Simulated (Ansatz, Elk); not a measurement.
**Bonding as seen by X-rays: CsLi**

The structure of CsLi used here is made up (a known structure type with other elements) and was relaxed beforehand with PBE. The aim is the Fourier transform of its all-electron density, F(hkl), set beside the sum over free spherical atoms that refinements use.

Program: Elk 11.2.3 (patched build). Level of theory: DFT, PBE, all-electron APW+lo, Dirac cores, scalar-relativistic bands, static density, no spin. Results are calculated unless marked as measured.

This account leaves out most program logs.

The structure was built from a prototype and need not be the compound's stable phase.

## Step 1: The structure

Symmetry: I4_1/amd, No. 141, tetragonal system. Conventional cell: a = 6.802 Å, b = 6.802 Å, c = 9.573 Å, α = 90.00°, β = 90.00°, γ = 90.00°. Nearest to Cs lie 4 Cs at 4.16 Å and 4 Li at 4.16 Å. Li has 4 Li at 4.16 Å and 4 Cs at 4.16 Å nearest. Farther neighbours are not listed.

## Step 2: Ground state and structure factors

An all-electron density is needed, since X-rays see the cores too. Task 0 finds the density and task 195 Fourier-transforms it; tshift is off so that phases refer to the origin typed.

Input file elk.in:

```
tasks
  0
  195

xctype
  20

spinpol
  .false.

rgkmax
  7.0

gmaxvr
  14.0

lmaxo
  7

lmaxapw
  8

swidth
  0.002

tshift
  .false.

ramdisk
  .false.

hmaxvr
  5.5

maxscl
  120

epspot
  1e-06

sppath
  './'

avec
  -6.42650080203 6.42650080203 9.04509537779
  6.42650080203 -6.42650080203 9.04509537779
  6.42650080203 6.42650080203 -9.04509537779

atoms
  2
  'Cs.in'
  2
  0.0000000000 0.0000000000 0.0000000000   0.000000 0.000000 0.000000
  0.7500000000 0.2500000000 0.5000000000   0.000000 0.000000 0.000000
  'Li.in'
  2
  0.5000000000 0.5000000000 0.0000000000   0.000000 0.000000 0.000000
  0.2500000000 0.7500000000 0.5000000000   0.000000 0.000000 0.000000

ngridk
  5 5 5
```

On the command line:

```console
OMP_NUM_THREADS=4 elk
```

Elapsed: 69 s, on 4 threads of Intel Xeon Platinum 8259CL at 2.50GHz (Skylake/Cascade Lake), shared host; peak memory 0.3 GiB.

SFACRHO.OUT:

```text

h k l indices transformed by vhmat matrix:
   1.000000000       0.000000000       0.000000000    
   0.000000000       1.000000000       0.000000000    
   0.000000000       0.000000000       1.000000000    

      h      k      l  multipl.   |H|            Re(F)            Im(F)           |F|

      0      0      0      1   0.0000000       116.00000      0.41430321E-15   116.00000    
      0     -1      0      4  0.59967409       48.813270      -48.813270       69.032389    
      0     -1      1      4  0.59967409       48.813270       48.813270       69.032389    
      0      0      1      4  0.69133780     -0.64802616E-15  0.27925922E-13  0.27933440E-13
     -1     -1      1      2  0.69465108     -0.32401308E-15  0.29856977E-13  0.29858735E-13
     -1      1     -1      4  0.97769930       98.797691     -0.32953489E-15   98.797691    
     -1     -1      2      8  0.98004494       98.747205     -0.53410444E-13   98.747205    
     -1      2     -1      8   1.1469546       44.001858       44.001858       62.228024    
      1     -2      1      8   1.1469546       44.001858      -44.001858       62.228024    
     -1     -2      2      4   1.1509515       43.962012      -43.962012       62.171674    
      1      2     -2      4   1.1509515       43.962012       43.962012       62.171674    
      0     -2      2      4   1.1993482     -0.32401308E-15  0.39038755E-01  0.39038755E-01
      0     -2      0      4   1.1993482     -0.32401308E-15 -0.39038755E-01  0.39038755E-01
      0      0     -2      4   1.3826756       90.196923      0.51715817E-13   90.196923    
     -2     -2      2      2   1.3893022       90.062347     -0.46930495E-13   90.062347    
     -1      2     -2      4   1.5071167       40.521475      -40.521475       57.306019    
     -1      2      1      4   1.5071167       40.521475       40.521475       57.306019    
      0     -3      1      8   1.5101606       40.493473      -40.493473       57.266419
```

Elk indexes on the primitive cell of elk.in and gives |H| = 4π sin θ/λ in inverse bohr. Below, one row stands for each form hkl of the conventional cell (m members, Friedel mates merged), F is for one primitive cell and the density is static (no thermal factor). Free-atom factors are Waasmaier and Kirfel's, and R is Σm||F|−|F'||/Σm|F|.

```tsv
hkl	m	sin θ/λ (Å⁻¹)	abs F, DFT	neutral atoms	diff.	abs of complex diff.
101	8	0.090	69.032	69.166	-0.134	0.134
110	4	0.104	0.000	0.000	+0.000	0.000
002	2	0.104	0.000	0.000	+0.000	0.000
200	4	0.147	98.798	98.832	-0.035	0.035
112	8	0.147	98.747	98.781	-0.034	0.034
211	16	0.172	62.228	62.139	+0.089	0.089
103	8	0.173	62.172	62.083	+0.088	0.088
202	8	0.180	0.039	0.000	+0.039	0.039
220	4	0.208	90.197	90.172	+0.025	0.025
004	2	0.209	90.062	90.035	+0.027	0.027
301	8	0.227	57.306	57.234	+0.073	0.073
213	16	0.227	57.266	57.194	+0.073	0.073
310	8	0.233	0.000	0.000	+0.000	0.000
222	8	0.233	0.000	0.000	+0.000	0.000
114	8	0.233	0.000	0.000	+0.000	0.000
312	16	0.255	84.104	84.057	+0.047	0.047
204	8	0.256	84.029	83.982	+0.047	0.047
321	16	0.270	53.714	53.661	+0.053	0.053
```

## Step 3: The highest occupied states alone

An energy window below the Fermi level keeps the highest occupied states, to see at which angles they scatter; shallow core shells can lie inside it and anion s states outside. No new self-consistency is needed.

Changes to elk.in since step 2:

```diff
@@ -1,3 +1,2 @@
 tasks
-  0
   195
@@ -40,2 +39,5 @@
 
+wsfac
+  -0.472550 0.378690
+
 sppath
```

On the command line:

```console
OMP_NUM_THREADS=4 elk
```

Elapsed: 21 s, on 4 threads; peak memory 0.22 GiB.

States within 15 eV below the Fermi level hold 16.00 electrons; any levels below the window count with the cores. Their amplitudes can exceed the total, where window and core parts have opposite phase:

```tsv
hkl	sin θ/λ (Å⁻¹)	abs F, window	abs F, all
101	0.090	5.661	69.032
110	0.104	0.000	0.000
002	0.104	0.000	0.000
200	0.147	5.284	98.798
112	0.147	5.262	98.747
211	0.172	2.733	62.228
103	0.173	2.710	62.172
202	0.180	0.037	0.039
220	0.208	2.043	90.197
004	0.209	2.002	90.062
```

## Step 4: Another functional

The difference from free atoms is small, so it is set against the change that PBEsol makes.

Changes to elk.in since step 3:

```diff
@@ -1,2 +1,3 @@
 tasks
+  0
   195
@@ -4,3 +5,3 @@
 xctype
-  20
+  22
 
@@ -39,5 +40,2 @@
 
-wsfac
-  -0.472550 0.378690
-
 sppath
```

On the command line:

```console
OMP_NUM_THREADS=4 elk
```

It took 70 s on 4 threads; peak memory 0.3 GiB; 2.9 min of CPU time.

Against the first run R = 0.01 %; the largest change is +0.028 at 101.

## Step 5: Basis size

A smaller basis shows how fast F responds to it; the change is likely larger than the basis error of the first run, but doesn't show convergence.

Changes to elk.in since step 4:

```diff
@@ -5,3 +5,3 @@
 xctype
-  22
+  20
 
@@ -11,3 +11,3 @@
 rgkmax
-  7.0
+  5.5
```

On the command line:

```console
OMP_NUM_THREADS=4 elk
```

Elapsed: 47 s, on 4 threads; peak memory 0.27 GiB; 85 s of CPU time.

Against the first run R = 0.01 %; the largest change is +0.010 at 424.

## Step 6: Basis size

The basis and the expansions that go with it are enlarged, to see whether the differences are converged.

Changes to elk.in since step 5:

```diff
@@ -11,12 +11,12 @@
 rgkmax
-  5.5
+  8.5
 
 gmaxvr
-  14.0
+  18.0
 
 lmaxo
-  7
+  9
 
 lmaxapw
-  8
+  10
```

On the command line:

```console
OMP_NUM_THREADS=4 elk
```

The job ended after 4.5 min (4 threads; peak memory 0.8 GiB).

Against the first run R = 0.00 %; the largest change is +0.001 at 101.

## Step 7: Settings against the effect

```tsv
run	R against the first run (%)	R against neutral atoms, low angle (%)	wall time
PBE, rgkmax 7	0.00	0.09	69 s
PBEsol	0.01	0.09	70 s
rgkmax 5.5	0.01	0.09	47 s
rgkmax 8.5 with larger expansions	0.00	0.09	4.5 min
```

## Step 8: What came out

* R against neutral atoms, sin θ/λ < 0.3 Å⁻¹: 0.09 %
* R against neutral atoms, 0.3 to 0.61 Å⁻¹: 0.08 %

**Reading.** Independent neutral atoms miss the calculated amplitudes by R = 0.09 % below 0.3 Å⁻¹ and 0.08 % from there to 0.61 Å⁻¹; by shells, 0.09 % below 0.15 Å⁻¹ (3 forms), 0.09 % 0.15 to 0.3 (14 forms), 0.05 % 0.3 to 0.45 (35 forms), 0.09 % above 0.45 (61 forms). Bonding, aspherical density and the tables' own atoms all enter these figures, and the runs don't part them. The largest change of an amplitude is -0.13 electrons, at 101. The window's part falls from 16.0 electrons at the origin to at most 0.35 between 0.45 and 0.61 Å⁻¹. The window holds more than the 4 outer electrons of the free atoms, so shallow core shells lie inside it. Below 0.3 Å⁻¹ the changes that finished (PBEsol, rgkmax 5.5 and rgkmax 8.5 with larger expansions) move F by R = 0.01 % at most, against the 0.09 % that separates it from free atoms. The k-mesh has no finished test. Part of the difference isn't bonding: the tables are fits to free atoms and ions calculated by other methods than this functional. Thermal motion, anomalous dispersion and extinction are left out.

[Logs are printed without paths, hosts, clocks, repeated set-up lines and the standing remarks that a program may print on its own settings, such as how far it seeks lower states.]

[Hosts, paths, dates, database ids (printed as entryN), source tags and the programs' standing remarks are cut or masked in the printed files.]
